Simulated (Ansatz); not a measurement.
# Formation energy and levels of the substitutional impurity Ta_Si in SiC (P6_3mc), part 2 of 2

Aim: at which Fermi levels does Ta_Si in SiC (P6_3mc) change its charge? The model is a cell of 108 host atoms with 1 Si taken out and 1 Ta put in.

Ansatz; place-levels on r2SCAN runs: charge-transition levels and formation energies with image-charge correction and potential alignment at the atomic sites; PAW set soft_1.

So far: The structure; The runs of each charge state; Placing the levels, r2SCAN.

**3. Placing the levels, r2SCAN (continued)**

Levels between the charges placed, in eV above the valence top:

|  | gap (eV) | (+1/0) | (0/−1) |
| --- | --- | --- | --- |
| r2SCAN | 2.37 | 2.16 | 2.39 |

Corrections by state:

| charge | moment (μB) | image terms and alignment (eV) | band filling (eV) | ε used | over the lowest of its charge, as the program ranks them, band filling apart (eV) |
| --- | --- | --- | --- | --- | --- |
| +1 | 0.0 | 0.354 | - | principal values (10.43, 10.43, 10.95) | 0.000 |
| 0 | 1.0 | 0.000 | - | - | 0.000 |
| −1 | 2.0 | -0.078 | -0.207 | principal values (10.43, 10.43, 10.95) | 0.000 |
| −1 | 0.0 | -0.094 | - | principal values (10.43, 10.43, 10.95) | 0.049 |

The charged structures listed were also run neutral, and place-levels reads from each pair, by the potential or the spins, how wide the charge is by which they differ; that can be the carrier of either run.

| charge | rms radius (Å) | spread where it is widest against the cell (Å) | wide from (Å) | reading |
| --- | --- | --- | --- | --- |
| +1 | 3.9 | 1.95 | 1.39 | wide |
| −1 | 4.2 | 2.13 | 1.39 | wide |

The neutral runs of these pairs need not share the spin of the lowest neutral state, and very wide values only mean spread over the cell.

From the program's caveats on the states, each cut to its opening words:

- charge +1: it parts from the run at its places by a charge that spreads by about 1.9 Å along one vector (1.4 Å or more is wide), by its potential at epsilon [7.09, 7.09, [...]
- charge 0 (1 μB), −1 (2 μB): flagged: stability check not made
- charge −1 (2 μB): it parts from the run at its places by a charge that spreads by about 2.1 Å along one vector (1.4 Å or more is wide), by its potential at epsilon [7.09, 7.09, [...]
- charge −1 (2 μB): a band-filling correction moves a carrier to the host's band edge, which changes its energy by -0.207 eV
- charge −1 (2 μB): the host's ions (past the first shell or, of a walk that freed a part, those that it held) aren't shown at rest: they stand up to 0.059 Å off their sites, 1.36 [...]
- charge −1 (2 μB): its sublattices stand up to 0.0202 Å off the host's, which by the two runs' forces adds about +0.02 eV to its energy against the host's, and moves the band [...]
- charge −1: it parts from the run at its places by a charge that spreads by about 3.2 Å along one vector (1.4 Å or more is wide), by its potential at epsilon [7.09, 7.09, [...]
- charge −1: its alignment with the host at atomic sites is doubtful: the mean over the far sites moves by -0.0504 eV from their farther parts to their nearer, more than [...]
- charge −1: the host's ions (past the first shell or, of a walk that freed a part, those that it held) aren't shown at rest: they stand up to 0.054 Å off their sites, 1.43 [...]
- charge −1: its sublattices stand up to 0.0202 Å off the host's, which by the two runs' forces adds about +0.01 eV to its energy against the host's, and moves the band [...]

The host's formation energy from the elements is -0.356 eV per atom; it sets how far the chemical potentials can move.

Limit set by the element alone; other compounds of these elements are not counted. Chemical potentials from the elements' reference states: C 0.00 eV, Si -0.71 eV, Ta 0.00 eV. Formation energies (C-rich), with the Fermi level at the valence top and at the conduction bottom (gap 2.37 eV):

| charge | at valence top (eV) | at conduction bottom (eV) | correction included (eV) |
| --- | --- | --- | --- |
| +1 | 0.67 | 3.04 | 0.35 |
| 0 | 2.83 | 2.83 | 0.00 |
| −1 | 5.23 | 2.86 | -0.29 |

Fermi level (eV), lowest formation energy (eV) and a bar from the least value:
```
     0.00       0.67 
     0.22       0.88 ###
     0.43       1.10 ######
     0.65       1.31 #########
     0.86       1.53 ############
     1.08       1.74 ###############
     1.29       1.96 ##################
     1.51       2.18 #####################
     1.72       2.39 ########################
     1.94       2.61 ###########################
     2.15       2.82 ##############################
     2.37       2.83 ##############################
```

Limit set by the element alone; other compounds of these elements are not counted. Chemical potentials from the elements' reference states: Si 0.00 eV, C -0.71 eV, Ta 0.00 eV. Formation energy by charge state (Si-rich; gap 2.37 eV):

| charge | at valence top (eV) | at conduction bottom (eV) | correction included (eV) |
| --- | --- | --- | --- |
| +1 | 1.38 | 3.75 | 0.35 |
| 0 | 3.55 | 3.55 | 0.00 |
| −1 | 5.94 | 3.57 | -0.29 |

(Fermi level (eV), lowest formation energy (eV)): (0.00, 1.38), (0.22, 1.60), (0.43, 1.81), (0.65, 2.03), (0.86, 2.24), (1.08, 2.46), (1.29, 2.67), (1.51, 2.89), (1.72, 3.11), (1.94, 3.32), (2.15, 3.54), (2.37, 3.55)

**4. The same at the relaxations' own k-points**

The relaxations' own energies give the levels at their sampling, for comparison.

The input, levels.relax_mesh.yaml:

```yaml
host:
  run: host.relax.run
states: [qm1.relax.run, q0_M1.relax.run, qp1.relax.run, qm1_M2.relax.run]
chemical_potentials:
  Si:
    energy: -639.06578
    dataset: <sha256 of the dataset>
  Ta:
    energy: -9945.170238
    dataset: "<sha256 of the dataset>"
```

Run with:

```
> ansatz place-levels levels.relax_mesh.yaml -- --threads 4 --pin off --max-ram 15073MiB
```

The program printed:

```text
(+1/0) 2.178 eV above the valence edge, 0.200 eV under the conduction edge
[...]
formation energy of charge +1: +1.672 eV with the Fermi level at the valence edge
formation energy of charge 0: +3.850 eV with the Fermi level at the valence edge
formation energy of charge -1: +6.284 eV with the Fermi level at the valence edge
  edges by r2scan, gap 2.378 eV; the host is sampled to repeats of 16.00 Å
[... the lines on each state left out ...]
```

It took 0.19 s on 4 threads of Arm Neoverse V1, shared host.

Levels between neighbouring charges, in eV above the valence top:

|  | gap (eV) | (+1/0) | (0/−1) |
| --- | --- | --- | --- |
| one point at (¼, ¼, ¼) | 2.38 | 2.18 | 2.43 |
| a 2×2×2 shifted mesh | 2.37 | 2.16 | 2.39 |

Going from one point at (¼, ¼, ¼) to a 2×2×2 shifted mesh moves the levels that carry no band-filling term by up to 0.01 eV and formation energies against the elements by up to 0.34 eV; band-filling terms, which differ between samplings, are in these energies.

**5. Results**

```
gap of the host                                                          : 2.37 eV (r2SCAN)
level (plus 1/0)                                                         : 2.16 eV above the valence top
level (0/minus 1)                                                        : 2.39 eV above the valence top, past the conduction bottom (2.60 eV above the valence top without the band-filling term)
lowest of the charges placed, just above the valence top (0.02 eV)       : +1
lowest of the charges placed, just below the conduction bottom (0.02 eV) : 0
lowest formation energy at mid-gap of the charges run, C-rich            : 1.85 eV
lowest formation energy at mid-gap of the charges run, Si-rich           : 2.57 eV
```

Of the charges placed (−1, 0 and +1), the lowest changes at 2.16 eV (+1/0) above the valence top, in a gap of 2.37 eV. (+1/0) lies nearer to a band edge than the share of the finite-size correction in it (0.35 eV), and that correction holds for a localised charge alone. Charges above +1 were not placed, so these runs say nothing of levels that involve them. States placed: +1 at 0 μB; 0 at 1 μB; −1 at 2 μB and 0 μB. Other spin states or structures, where not listed, weren't placed. The program finds carriers beyond a band edge of the host and adds a band-filling term at charge −1 (-0.21 eV); steps to such a charge show no bound level, and a defect level inside a band would be read the same way. Ta is taken at its element; compounds, which aren't counted here, bound the chemical potentials and would shift these formation energies. Going from one point at (¼, ¼, ¼) to a 2×2×2 shifted mesh moves the levels that carry no band-filling term by up to 0.01 eV and formation energies against the elements by up to 0.34 eV; band-filling terms, which differ between samplings, are in these energies. The program doubts the alignment of potentials for at least one state, a sign that the cell is small. Limits: r2SCAN makes the gap too small and tends to spread out bound carriers; spin–orbit coupling, which can matter with heavy atoms, is left out; force components of up to 0.81 eV/Å remain in a run at the final settings.

Comparison with the measured values:

| quantity | measured | r2SCAN |
| --- | --- | --- |
| band gap (least gap of the host) (eV) | 3.03 | 2.37 (-0.66 eV) |

Measured values from arxiv:1806.04908 (2018).

How well it matches: The band gap is off by -0.66 eV: a clear miss. Local and semilocal functionals usually give gaps below the measured ones. Zero-point and thermal motion shift the measured gap.

[Logs are printed without paths, hosts, clocks, repeated set-up lines and the standing remarks that a program may print on its own settings, such as how far it seeks lower states.]

[Hosts, paths, dates, database ids (printed as entryN), source tags and the programs' standing remarks are cut or masked in the printed files.]

[Where a table of states has a column of steps, it counts the stored structures, which are thinned; the runs took as many ionic steps or more.]

[A defect's name tells the site on which it was built; relaxed atoms can leave that site.]

[For some hosts the program warned that the k-mesh of the response run may be too coarse for force constants and the static dielectric constant; such warnings are not shown here.]
